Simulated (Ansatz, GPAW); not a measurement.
# STM contrast on Mg/Ti(0001), part 3 of 4

Aim: Tersoff-Hamann images of Mg/Ti(0001) at several biases.

GPAW 26.7.0 and Ansatz 0.2.0; Ansatz plane waves; slab in vacuum with a dipole correction, relaxation (the session's first sound run).

So far, lower work function (eV): step 2 (relaxing the atoms, PBE) 4.41; step 3 (the slab's potential, PBE, GPAW) 4.42.

### Step 4. A second plane-wave code

A second program with its own datasets checks the number independently.

This step: Ansatz plane waves; slab in vacuum with a dipole correction (Ansatz 0.2.0).

File input.yaml:

```yaml
crystal:
  lattice:
    - [5.9, 0.0, 0.0]
    - [2.95, 5.1095498823, 0.0]
    - [0.0, 0.0, 27.8220986065]
  atoms:
    - { symbol: Ti, position: [0.3333333333, 0.3333333334, 0.3234838654] }
    - { symbol: Ti, position: [0.0, 0.0, 0.4076723385] }
    - { symbol: Ti, position: [0.3256205887, 0.3372038435, 0.4941906175] }
    - { symbol: Ti, position: [0.0033102097, -0.0021157452, 0.5711261492] }
    - { symbol: Ti, position: [0.3333333333, 0.8333333333, 0.3234838654] }
    - { symbol: Ti, position: [0.0, 0.5, 0.4076723385] }
    - { symbol: Ti, position: [0.3334937773, 0.8330124453, 0.4912940309] }
    - { symbol: Ti, position: [0.00025472, 0.49949056, 0.5784241209] }
    - { symbol: Ti, position: [0.8333333333, 0.3333333334, 0.3234838654] }
    - { symbol: Ti, position: [0.5, 0.0, 0.4076723385] }
    - { symbol: Ti, position: [0.8371755677, 0.3372038435, 0.4941906175] }
    - { symbol: Ti, position: [0.4988055355, -0.0021157452, 0.5711261492] }
    - { symbol: Ti, position: [0.8333333333, 0.8333333333, 0.3234838654] }
    - { symbol: Ti, position: [0.5, 0.5, 0.4076723385] }
    - { symbol: Ti, position: [0.8375441862, 0.8249116275, 0.4940785788] }
    - { symbol: Ti, position: [0.4984783308, 0.5030433384, 0.5712841261] }
    - { symbol: Mg, position: [0.3324956676, -0.1649913352, 0.6561223001] }
kpoints:
  mp_grid: { grid: [6, 6, 1] }
hamiltonian:
  xc: pbe
scf:
  occupations: { method: fermi_dirac, width: 0.1 }
efield:
  axis: 3
  dipole_correction: true
  ramp_width: 0.05
output:
  forces: true
  band_densities:
    - { e_range: [-2.0, 0] }
    - { e_range: [-1.0, 0] }
    - { e_range: [0, 1.5] }
  write_potential: true
  write_density: true
  volumetric_format: npy
```

Started as:

```bash
> ansatz run input.yaml --threads 4 --pin off --max-ram 8192MiB --backend cpu --events-out ev --progress --plain --runs-dir out
```

Numbers of over 12 decimals in the logs are rounded to 6 here.

The program printed:

```text
[...]
Crystal: 17 atoms, lattice volume = 838.735 Å³
Basis set: ecut = 420 eV, 16293 PW (Γ), exchange–correlation on 80×80×384 points (8 copies of the dense FFT grid, shifted against one another)
Bands: 122, of which v1, the nominal top of the filled ones, is band 101 counted from 1 (100 counted from 0)
Symmetry: 2 space group operations
[...]
k-points: 13 of 36 (time reversal used)
[...]
SCF iter   1: F=—  HF=-41911.639364 eV  |F-HF|=—  |Δ(HF+E_count)|=         —  Δρ=6.60e-3  dr2=3.43e0  ethr=1.77e-3  p=0.181 e·Å  D=3.90e-2 V/Å  ΔV_dip=-1.08 eV  dr2_dipole=4.03e-1  V_vac-E_F(+/−)=3.02/4.11 eV  ⟨swp⟩=9.5  Hψ=6994  notcnv=0
[...]
SCF iter   9: F=-41911.579281 eV  HF=-41911.579281 eV  |F-HF|=6.14e-9  |Δ(HF+E_count)|=   2.32e-7  Δρ=1.95e-6  dr2=5.91e-8  ethr=4.95e-11  p=0.228 e·Å  D=4.92e-2 V/Å  ΔV_dip=-1.37 eV  dr2_dipole=9.78e-10  V_vac-E_F(+/−)=3.04/4.41 eV  ⟨swp⟩=18.6  Hψ=14741  notcnv=0
SCF 1 converged in 9 iterations: F = -41911.579281 eV  dr2 = 5.91e-8
[...]
NSCF: frozen V_eff on 13 k-points
efield: sawtooth ramp at fractional position 0.9648 (kept from the solve that this one continues, or follows in the run), width 0.0500; the density the first Hamiltonian is built on has a dipole p = 0.228 e·Å; the dipole correction subtracts the counter field D = 4.92e-2 V/Å, which shifts the + side's vacuum level by -1.37 eV against the − side's; the planar-averaged density in the ramp window peaks in size at 5.9e-6 e/Å³
[...]
SCF converged after 9 iterations
Free energy (F): -41911.579281 eV
[...]
Internal energy: -41910.598287 eV  (E = F + TS)
E sigma→0 (E₀):  -41911.088784 eV
Entropy (-TS):   -0.980994 eV (-57.706 meV/atom)
Fermi energy:    2.289954 eV
Dipole field:    D = 0.049166 V/Å  (p = 0.227889 e·Å, saw-weighted, corrected)
Work function:   Φ+ = 3.0426 eV   Φ− = 4.4105 eV
[...]
--- Forces (eV/Å), atoms counted from 1 ---
  atom   1  Ti     0.01449317    -0.00924891     0.57599464
  atom   2  Ti    -0.05172083     0.03023867    -0.61968451
  atom   3  Ti     0.00052551    -0.00482704    -0.00302281
  atom   4  Ti     0.00104984     0.00104373     0.00059281
  atom   5  Ti     0.00000000     0.00056445     0.54629513
  atom   6  Ti     0.00000000    -0.00328364    -0.43160109
  atom   7  Ti     0.00000000     0.00211305     0.00611875
  atom   8  Ti     0.00000000     0.00078896     0.00623239
  atom   9  Ti    -0.01449317    -0.00924891     0.57599464
  atom  10  Ti     0.05172083     0.03023867    -0.61968451
  atom  11  Ti    -0.00052551    -0.00482704    -0.00302281
  atom  12  Ti    -0.00104984     0.00104373     0.00059281
  atom  13  Ti     0.00000000     0.01739852     0.57507512
  atom  14  Ti     0.00000000    -0.05980884    -0.61583931
  atom  15  Ti     0.00000000     0.00608016     0.00380316
  atom  16  Ti     0.00000000     0.00074466    -0.00181344
  atom  17  Mg     0.00000000     0.00099804     0.00411023
  max |Σ_I F_I| component: 1.41e-4 eV/Å
--- Band table (eV; the first three rows and the last of 13) ---
  k-point 0: bands = [... 97 lower, 2.3079, 2.6314, 2.6546, 2.6554, 2.6757, 2.7384, 2.9592, 2.9597, ... 17 higher]
  k-point 1: bands = [... 97 lower, 2.2867, 2.4298, 2.5236, 2.5412, 2.5630, 2.6397, 2.8029, 2.8342, ... 17 higher]
  k-point 2: bands = [... 97 lower, 2.1116, 2.1307, 2.2897, 2.3019, 2.3452, 2.3691, 2.4943, 2.5345, ... 17 higher]
  k-point 12: bands = [... 97 lower, 1.9109, 1.9644, 2.0680, 2.1297, 2.1674, 2.2255, 2.3011, 2.3610, ... 17 higher]
--- Band densities, each state counted as filled ---
  window                                       electrons  max residual (eV)  cut levels
  e_range: [-2, 0]                             46.722222             6.8e-9           0
  e_range: [-1, 0]                             26.500000             6.8e-9           0
  e_range: [0, 1.5]                            52.611111             2.4e-6           0
```

It took 2.6 min on 4 threads of Arm Neoverse V1, shared host; peak memory 3.5 GiB.

The column dr2 measures how far the density is from self-consistency, as an energy; F and HF (Harris–Foulkes) agree once it is small.

Numbers from this step:

```
upper work function            : 3.043 eV
lower work function            : 4.411 eV
dipole along the normal        : 0.2279 e·Å
dipole field                   : 0.04917 V/Å
vacuum level above             : 5.333 eV
vacuum level below             : 6.700 eV
corrugation e range -2 0 4     : 0.6365 Å
decay e range -2 0             : 1.025 Å⁻¹
apparent barrier e range -2 0  : 4.001 eV, hbar² kappa² / 2m (holds the in-plane momentum too)
corrugation e range -1 0 4     : 0.5888 Å
decay e range -1 0             : 0.9757 Å⁻¹
apparent barrier e range -1 0  : 3.627 eV, hbar² kappa² / 2m (holds the in-plane momentum too)
corrugation e range 0 1.5 4    : 1.052 Å
decay e range 0 1.5            : 0.7272 Å⁻¹
apparent barrier e range 0 1.5 : 2.015 eV, hbar² kappa² / 2m (holds the in-plane momentum too)
```

The electrostatic potential energy of an electron (with the applied field's), less the Fermi level, planar mean oscillates, so the rows of the table below give means over windows of 1 Å about each position, cut where the curve ends. Its maxima inside the range that stand out by 2 % of the span (Å: eV): 2.2: 4.41, 10.1: -0.181, 12.6: -0.194, 14.8: -1.19, 17.5: 1.59. Its minima: 9.0: -12.8, 11.3: -12.6, 13.8: -12.5, 15.9: -12.5, 18.3: -0.873.

The electrostatic potential energy of an electron (with the applied field's), less the Fermi level, planar mean by z; means over each step:

z (Å), electrostatic potential energy of an electron (with the applied field's), less the Fermi level, planar mean (eV) and a bar from the least value:
```
        0        4.2 ##############################
        1        4.4 ##############################
        2        4.4 ##############################
        3        4.4 ##############################
        4        4.4 ##############################
        5        4.4 ##############################
        6        4.3 ##############################
        7        3.6 ############################
        8       -1.8 ##################
        9      -11.2 
       10       -2.5 #################
       11       -9.2 ####
       12       -5.8 ##########
       13       -5.0 ############
       14       -9.9 ###
       15       -3.6 ###############
       16      -11.0 
       17       -1.3 ###################
       18        0.1 ######################
       19        1.4 ########################
       20        2.8 ###########################
       21        3.0 ###########################
       22        3.0 ###########################
       23        3.0 ###########################
       24        3.0 ###########################
       25        3.0 ###########################
       26        3.0 ###########################
       27        3.3 ############################
```

The valence density, planar mean oscillates, so the rows of the table below give means over windows of 2.32 Å about each position, cut where the curve ends. Its maxima inside the range that stand out by 2 % of the span (Å: e/Å³): 9.0: 1.49, 11.3: 1.49, 13.8: 1.48, 15.9: 1.47, 18.3: 0.455. Its minima: 10.1: 0.191, 12.5: 0.183, 14.8: 0.218, 17.5: 0.0728.

Valence density, planar mean against z; means over each step:

```
z (Å)  valence density, planar mean (e/Å³)
 3.48                               1.7e-5
 5.80                              0.00309
 8.12                                0.504
10.44                                0.676
12.76                                0.649
15.08                                0.742
17.40                                0.291
19.72                               0.0231
22.04                               1.6e-4
24.36                                    0
```

E_range_-2_0. Planar mean of the window's density against height over the top atom:

```
height over the top atom (Å)  planar mean of the window's density (e/Å³)
                        1.50                                     0.00482
                        1.70                                     0.00346
                        1.90                                     0.00244
                        2.10                                     0.00169
                        2.30                                     0.00116
                        2.70                                      5.4e-4
                        2.90                                      3.6e-4
                        3.10                                      2.4e-4
                        3.30                                      1.6e-4
                        3.50                                      1.1e-4
                        3.70                                      7.2e-5
                        3.90                                      4.8e-5
                        4.10                                      3.2e-5
                        4.30                                      2.1e-5
                        4.50                                      1.4e-5
                        4.90                                      6.1e-6
                        5.10                                      4.0e-6
                        5.30                                      2.6e-6
                        5.50                                      1.7e-6
                        5.70                                      1.2e-6
                        5.90                                      7.6e-7
                        6.10                                      5.0e-7
                        6.30                                      3.3e-7
                        6.50                                      2.2e-7
                        6.70                                      1.5e-7
                        7.10                                      6.4e-8
                        7.30                                      4.3e-8
                        7.50                                      2.8e-8
                        7.70                                      1.9e-8
                        7.90                                      1.3e-8
```

Density over a1 and a2. Constant height 4 Å over the top atom, window e_range_-2_0.

Ten even steps from '0' (2.18 × 1e-5 e/Å³) to '9' (7.94 × 1e-5 e/Å³), each cell a mean:
```
345677888887665433211100011123
345677899998876543321110011122
344667899999887654322111001112
234567889999988765432211000112
223456788999998765433211000011
122345677899988766543211100001
112234566778887766543221100000
011223445667777665543221100000
000112334455666655443221100000
000011223344455544433221100000
000000112233334433332211100000
000000011122222332222111100000
000000000111122222221111000000
000000000011111111111111000000
000000000000011111111100000000
111111111111000000000000001111
122222221111110000000000011111
222333322221111000000000011112
333444443332221110000000011122
334455555443322111000000011222
345566666655433221100000011223
445667777766554322111000011223
```
Columns: a1 from 0 to 0.975; rows upwards: a2 from 0 to 0.975.

Tip height over the top atom over a1 and a2. Constant current at the density 3.904e-05 e/Å^3, window e_range_-2_0.

Ten even steps from '0' (3.68 Å) to '9' (4.31 Å), each cell a mean:
```
667888999998877655432211222345
567888999999988765543222222344
566788999999998876544322222334
456778999999999877654332212233
445678899999999887665432211223
344567888999999887765433211112
233456778889998887765433211111
122345667788888877665443211001
011234556677777777665443211000
001123345566677766655433211000
000012233455566665554433211000
000001122334445555444332211000
000001112223333444333322211100
111111111222222333332222211111
111111111122222222222222211111
222322222222211111111111122222
334444333332221111111111122233
445555554443322111111111122334
555666665554433221111111222344
566677777666544322111111223345
566777887777655433221111223345
667788888888766544322111223345
```
Columns: a1 from 0 to 0.975; rows upwards: a2 from 0 to 0.975.

E_range_-1_0. Planar mean of the window's density against height over the top atom:

height over the top atom (Å), log10 planar mean of the window's density (e/Å³) and a bar from the least value:
```
     1.50       -2.6 ##############################
     1.70       -2.8 #############################
     1.90       -2.9 ############################
     2.10       -3.0 ############################
     2.30       -3.2 ###########################
     2.50       -3.4 ##########################
     2.70       -3.5 #########################
     2.90       -3.7 ########################
     3.10       -3.8 #######################
     3.30       -4.0 ######################
     3.50       -4.2 #####################
     3.70       -4.3 ####################
     3.90       -4.5 ###################
     4.10       -4.7 ##################
     4.30       -4.9 #################
     4.50       -5.0 #################
     4.70       -5.2 ################
     4.90       -5.4 ###############
     5.10       -5.5 ##############
     5.30       -5.7 #############
     5.50       -5.9 ############
     5.70       -6.1 ###########
     5.90       -6.2 ##########
     6.10       -6.4 #########
     6.30       -6.6 ########
     6.50       -6.8 #######
     6.70       -6.9 ######
     6.90       -7.1 #####
     7.10       -7.3 ####
     7.30       -7.4 ###
     7.50       -7.6 ##
     7.70       -7.8 #
     7.90       -8.0
```

Density over a1 and a2. Constant height 4 Å over the top atom, window e_range_-1_0.

Values in units of 1e-5 e/Å³, 12 rows by 16 columns, each cell a mean:
```
3.0 3.4 3.9 4.2 4.4 4.3 4.0 3.6 3.1 2.6 2.3 2.0 1.9 2.0 2.2 2.5
2.7 3.2 3.8 4.2 4.6 4.6 4.5 4.1 3.6 3.0 2.5 2.2 2.0 1.9 2.0 2.3
2.4 2.8 3.4 3.9 4.3 4.6 4.5 4.3 3.8 3.3 2.8 2.3 2.0 1.9 1.9 2.0
2.0 2.3 2.8 3.3 3.7 4.1 4.2 4.1 3.8 3.4 2.9 2.5 2.1 1.8 1.7 1.8
1.7 1.9 2.2 2.6 3.0 3.4 3.6 3.6 3.5 3.2 2.8 2.5 2.1 1.8 1.6 1.6
1.5 1.6 1.8 2.1 2.4 2.7 2.9 3.0 3.0 2.9 2.6 2.4 2.0 1.8 1.6 1.5
1.5 1.6 1.6 1.8 2.0 2.2 2.3 2.5 2.5 2.5 2.4 2.2 2.0 1.8 1.7 1.6
1.7 1.7 1.7 1.8 1.8 1.9 2.0 2.1 2.1 2.1 2.1 2.0 2.0 1.9 1.8 1.7
2.0 2.0 2.0 2.0 2.0 2.0 1.9 1.9 1.9 1.9 1.9 1.9 1.9 1.9 2.0 2.0
2.4 2.5 2.6 2.5 2.4 2.3 2.2 2.0 1.9 1.9 1.8 1.8 1.9 2.0 2.1 2.3
2.8 3.0 3.1 3.2 3.1 2.9 2.7 2.4 2.2 2.0 1.9 1.8 1.9 2.0 2.2 2.5
3.0 3.3 3.6 3.8 3.8 3.6 3.3 2.9 2.6 2.3 2.0 1.9 1.9 2.0 2.3 2.6
```
Columns: a1 from 0 to 0.975; rows upwards: a2 from 0 to 0.975.

Tip height over the top atom over a1 and a2. Constant current at the density 2.540e-05 e/Å^3, window e_range_-1_0.

Ten even steps from '0' (3.70 Å) to '9' (4.29 Å), each cell a mean:
```
667888999998877665433222223445
567888999999988766543322223345
567788999999998876554332222334
456778999999999877654432222234
455678899999999887665432222223
344567888999999887765433221122
233456778889998887765433211111
122345667788888877665443211001
011234556677777777665443211000
001123345566677766655433211000
000012234455566666554433211000
000001223344455555544333211000
000001112233344444443332211100
111111112222333333333322221111
111112222222222223322222222222
222222222222222222222222222222
334444433333222222222222222333
445555554444333222222222223334
555666665555443322222222233444
566677777666554433222222233445
667777887777665443322222233445
667788888888776554332222233445
```
Columns: a1 from 0 to 0.975; rows upwards: a2 from 0 to 0.975.

E_range_0_1.5. The planar mean of the window's density by height over the top atom:

```
height over the top atom (Å)  planar mean of the window's density (e/Å³)
                        1.50                                      0.0153
                        1.90                                      0.0100
                        2.10                                     0.00789
                        2.50                                     0.00470
                        2.70                                     0.00359
                        3.10                                     0.00206
                        3.30                                     0.00156
                        3.70                                      8.8e-4
                        3.90                                      6.6e-4
                        4.30                                      3.7e-4
                        4.50                                      2.7e-4
                        4.90                                      1.5e-4
                        5.10                                      1.1e-4
                        5.50                                      6.2e-5
                        5.70                                      4.6e-5
                        6.10                                      2.5e-5
                        6.30                                      1.9e-5
                        6.70                                      1.0e-5
                        6.90                                      7.6e-6
                        7.30                                      4.2e-6
                        7.50                                      3.1e-6
                        7.90                                      1.7e-6
```

(Part 3 of 4 ends here.)

[Logs are printed without paths, hosts, clocks, repeated set-up lines and the standing remarks that a program may print on its own settings, such as how far it seeks lower states.]

[Hosts, paths, dates, database ids (printed as entryN), source tags and the programs' standing remarks are cut or masked in the printed files.]
